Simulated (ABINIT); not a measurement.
Entries from a set of simulations; values are calculated unless marked as measured.

```
! title: Quasiparticle gap of KCl (Sylvite) in ABINIT
! method: RPA screening on PBE, plane waves, norm-conserving pseudopotentials (and 2 further levels or steps)
! program: ABINIT 10.8.3
! settings: cutoff 33 Ha, PseudoDojo scalar-relativistic 0.4.1 standard, norm-conserving, potential set dojo-sr-pbe-0.4.1-standard, ngkpt (4, 4, 4), nband 149, ecuteps 6 Ha, inclvkb 2, shiftk (0, 0, 0), symchi 1, awtr 1, frequency ppm, 4×4×4 k-mesh
! cost: 5 runs, 2.8 min in all on 4 MPI ranks of Arm Neoverse V1, shared host
! notes: The cell and positions come from the Crystallography Open Database and are kept as given unless a step says otherwise.
! PBE gap: 5.19 eV, direct
! G0W0 gap on the mesh: 8.06 eV
! GW settings: 4×4×4 mesh, 149 bands, screening to 163.3 eV, Godby-Needs plasmon pole
! known limits: short of the basis limit
CELL_PARAMETERS angstrom
0.00000 3.14647 3.14647
3.14647 0.00000 3.14647
3.14647 3.14647 0.00000
ATOMIC_POSITIONS crystal
K 0.00000 0.00000 0.00000
Cl 0.50000 0.50000 0.50000
```

[Long decimals in the printed logs are rounded to 6 places.]

[Logs are printed without paths, hosts, clocks, repeated set-up lines and the standing remarks that a program may print on its own settings, such as how far it seeks lower states.]

[Paths, hosts, dates, memory and timing lines, banners, echoed tables and standing remarks are left out of the program output; an Ansatz launch command may be rebuilt from the run's recorded settings. Measured values are a selection of at most five: reports struck by readers or far from the other reports are left out. None is set beside runs whose start may be inverted or whose files or cutoffs have a known fault.]

[Runs of the session that timed out or met a known fault of the program may be left out.]

[Hosts, paths, dates, database ids (printed as entryN), source tags and the programs' standing remarks are cut or masked in the printed files.]

[G0W0 gaps are taken among the corrected bands and points alone; a level outside them can change the order at an edge.]

[Where Ansatz stands beside ABINIT at settings called matched, ABINIT's density can come from a denser mesh and the files from another edition; pairs whose starting gaps differed by over 0.03 eV were left out, so agreement reads better than it is.]
